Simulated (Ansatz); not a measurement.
# A convergence test on InSe (R3m): k mesh of the density

Wanted: the cheapest k mesh of the density that holds the r2SCAN gap of InSe (R3m).

Main program and level: Ansatz 0.2.0; DFT, r2SCAN, plane waves, PAW.

Most raw output is cut from this account.

## (1) Starting point

The structure is trigonal, space group R3m (No. 160). The conventional cell has a = 4.000 Å, b = 4.000 Å, c = 24.950 Å, α = 90.00°, β = 90.00°, γ = 120.00°. In has 3 Se at 2.64 Å and 1 In at 2.80 Å nearest. Nearest to In lie 3 Se at 2.64 Å and 1 In at 2.80 Å. Nearest to Se lie 3 In at 2.64 Å. Nearest to Se lie 3 In at 2.64 Å. Farther neighbours and most contacts between anions are not listed.

As a file:

```cif
data_structure
_symmetry_space_group_name_H-M 'P 1'
_symmetry_Int_Tables_number 1
_cell_length_a 8.6314
_cell_length_b 8.6314
_cell_length_c 8.6314
_cell_angle_alpha 26.796
_cell_angle_beta 26.796
_cell_angle_gamma 26.796
_cell_volume 115.24
loop_
_atom_site_label
_atom_site_type_symbol
_atom_site_fract_x
_atom_site_fract_y
_atom_site_fract_z
_atom_site_occupancy
In1 In 0.00000 0.00000 0.00000 1
In2 In 0.11220 0.11220 0.11220 1
Se3 Se 0.61550 0.61550 0.61550 1
Se4 Se 0.83000 0.83000 0.83000 1
```

The cell and positions come from the Crystallography Open Database and are kept as given unless a step says otherwise. The default PAW set here is soft_2. Its files were made with PBE.

## (2) k mesh of the density: 2×2×2

input.yaml

```yaml
crystal:
  lattice:
    - [2.0, 1.1547005384, 8.3166666667]
    - [-2.0, 1.1547005384, 8.3166666667]
    - [0.0, -2.3094010768, 8.3166666667]
  atoms:
    - { symbol: In, position: [0.0, 0.0, 0.0] }
    - { symbol: In, position: [0.1122, 0.1122, 0.1122] }
    - { symbol: Se, position: [0.6155, 0.6155, 0.6155] }
    - { symbol: Se, position: [0.83, 0.83, 0.83] }
kpoints:
  mp_grid: { grid: [2, 2, 2] }
  band_path:
    path:
      - [0.0, 0.0, 0.0]
      - [-0.5, -0.5, -0.5]
      - [-0.5, -0.17951802, -0.82048198]
      - [-0.17951802, 0.17951802, -0.5]
      - [0.0, 0.0, -0.5]
      - [0.0, 0.33975901, -0.33975901]
      - [-0.33975901, 0.0, -0.66024099]
      - [-0.5, 0.0, -0.5]
    npoints: 1
hamiltonian:
  xc: r2scan
scf:
  occupations: { method: fixed }
  n_extra_bands: 5
output:
  eigenvalues: true
  forces: true
  stress: true
```

Command:

```bash
$ ansatz run input.yaml --threads 3 --pin off --max-ram 92160MiB --backend cuda --events-out ev --progress --plain --runs-dir out --devices 1 --max-vram 13GiB
```

Wall time 9 s (1 × NVIDIA H100 80GB HBM3 (shared by 6 runs) with 3 threads of AMD EPYC 7R13 (Zen 3), shared host); peak memory 1.1 GiB.

This step gave:

* pressure: 3.545 GPa
* gap: 0.7823 eV
* valence top at: T
* conduction bottom at: T
* least direct gap: 0.7823 eV

The gap is direct, at (-0.500, -0.500, -0.500).

## (3) k mesh of the density: 4×4×4

Changes to input.yaml since step 2:

```diff
@@ -11,3 +11,3 @@
 kpoints:
-  mp_grid: { grid: [2, 2, 2] }
+  mp_grid: { grid: [4, 4, 4] }
   band_path:
```

The job ended after 8.7 s (1 × NVIDIA H100 80GB HBM3 (shared by 6 runs) with 3 threads; peak memory 1.1 GiB; 4.5 s of CPU time).

This step gave:

| Quantity | Value |
| --- | --- |
| pressure | 1.431 GPa |
| gap | 0.8137 eV |
| valence top at | T |
| conduction bottom at | T |
| least direct gap | 0.8137 eV |

The gap is 0.814 eV, +0.031 eV from the run before at this level.

## (4) k mesh of the density: 6×6×6 (the default)

input.yaml, the sections that differ from step 3:

```yaml
kpoints:
  mp_grid: { grid: [6, 6, 6] }
  band_path:
    path:
      - [[0.0, 0.0, 0.0], [-0.5, -0.5, -0.5], [-0.5, -0.17951802, -0.82048198]]
      - [[-0.17951802, 0.17951802, -0.5], [0.0, 0.0, -0.5], [0.0, 0.0, 0.0], [0.0, 0.33975901, -0.33975901]]
      - [[-0.33975901, 0.0, -0.66024099], [-0.5, 0.0, -0.5], [0.0, 0.0, 0.0]]
    npoints: 10
scf:
  occupations: { method: fermi_dirac, width: 0.02 }
  n_extra_bands: 5
output:
  eigenvalues: true
  forces: true
  stress: true
  write_density: true
  write_potential: true
  elf: true
  volumetric_format: npy
# crystal, hamiltonian: as in step 3
```

The job ended after 12 s (1 × NVIDIA H100 80GB HBM3 (shared by 6 runs) with 3 threads; peak memory 1.2 GiB; 6.1 s of CPU time).

This step gave:

| Property | Result |
| --- | --- |
| pressure | 1.259 GPa |
| gap | 0.8167 eV |
| valence top at | T |
| conduction bottom at | T |
| least direct gap | 0.8167 eV |

The gap is 0.817 eV, +0.003 eV from the run before at this level.

## (5) k mesh of the density: 10×10×10

input.yaml, the sections that differ from step 4:

```yaml
kpoints:
  mp_grid: { grid: [10, 10, 10] }
  band_path:
    path:
      - [0.0, 0.0, 0.0]
      - [-0.5, -0.5, -0.5]
      - [-0.5, -0.17951802, -0.82048198]
      - [-0.17951802, 0.17951802, -0.5]
      - [0.0, 0.0, -0.5]
      - [0.0, 0.33975901, -0.33975901]
      - [-0.33975901, 0.0, -0.66024099]
      - [-0.5, 0.0, -0.5]
    npoints: 1
scf:
  occupations: { method: fixed }
  n_extra_bands: 5
output:
  eigenvalues: true
  forces: true
  stress: true
# crystal, hamiltonian: as in step 4
```

Elapsed: 18 s, on 1 × NVIDIA H100 80GB HBM3 (shared by 6 runs) with 3 threads; peak memory 1.1 GiB.

Numbers from this step:

```yaml
pressure: 1.243 GPa
gap: 0.8169 eV
valence_top_at: T
conduction_bottom_at: T
least_direct_gap: 0.8169 eV
```

The gap is 0.817 eV, as in the run before at this level.

## (6) The series

Differences are against the last row; a negative gap means that bands overlap, and a run with a band path holds that path's time. Times are wall times on 1 × NVIDIA H100 80GB HBM3 (shared by 6 runs) with 3 threads of AMD EPYC 7R13 (Zen 3), shared host, good to a factor of about two.

| k mesh of the density | gap (eV) | direct gap (eV) | gap error (eV) | energy error (meV/atom) | irreducible k | time |
| --- | --- | --- | --- | --- | --- | --- |
| 2×2×2 | 0.782 | 0.782 | −0.035 | +313.0 | 4 | 9 s |
| 4×4×4 | 0.814 | 0.814 | −0.003 | +16.1 | 13 | 8.7 s |
| 6×6×6 | 0.817 | 0.817 | −0.0002 | +1.2 | 32 | 12 s |
| 10×10×10 | 0.817 | 0.817 | +0.000 | +0.0 | 116 | 18 s |

## (7) Outcome

| Property | Result |
| --- | --- |
| 2×2×2 | 0.782 eV |
| 4×4×4 | 0.814 eV |
| 6×6×6 | 0.817 eV |
| 10×10×10 | 0.817 eV |

The gap holds to 0.02 eV from 4×4×4 on. At 2×2×2 the gap is off by −0.035 eV and the energy by +313 meV/atom. The gap is read over the mesh and added points near the edges, so meshes differ mainly through the density and, for a hybrid, the exchange operator.

[Paths, hosts, dates, memory and timing lines, banners, echoed tables and standing remarks are left out of the program output.]

[Logs are printed without paths, hosts, clocks, repeated set-up lines and the standing remarks that a program may print on its own settings, such as how far it seeks lower states.]

[Runs of the session that timed out or met a known fault of the program may be left out.]

[Cells called generated may have been cut or substituted from an entry of the Crystallography Open Database or the Materials Project.]

[Hosts, paths, dates, database ids (printed as entryN), source tags and the programs' standing remarks are cut or masked in the printed files.]
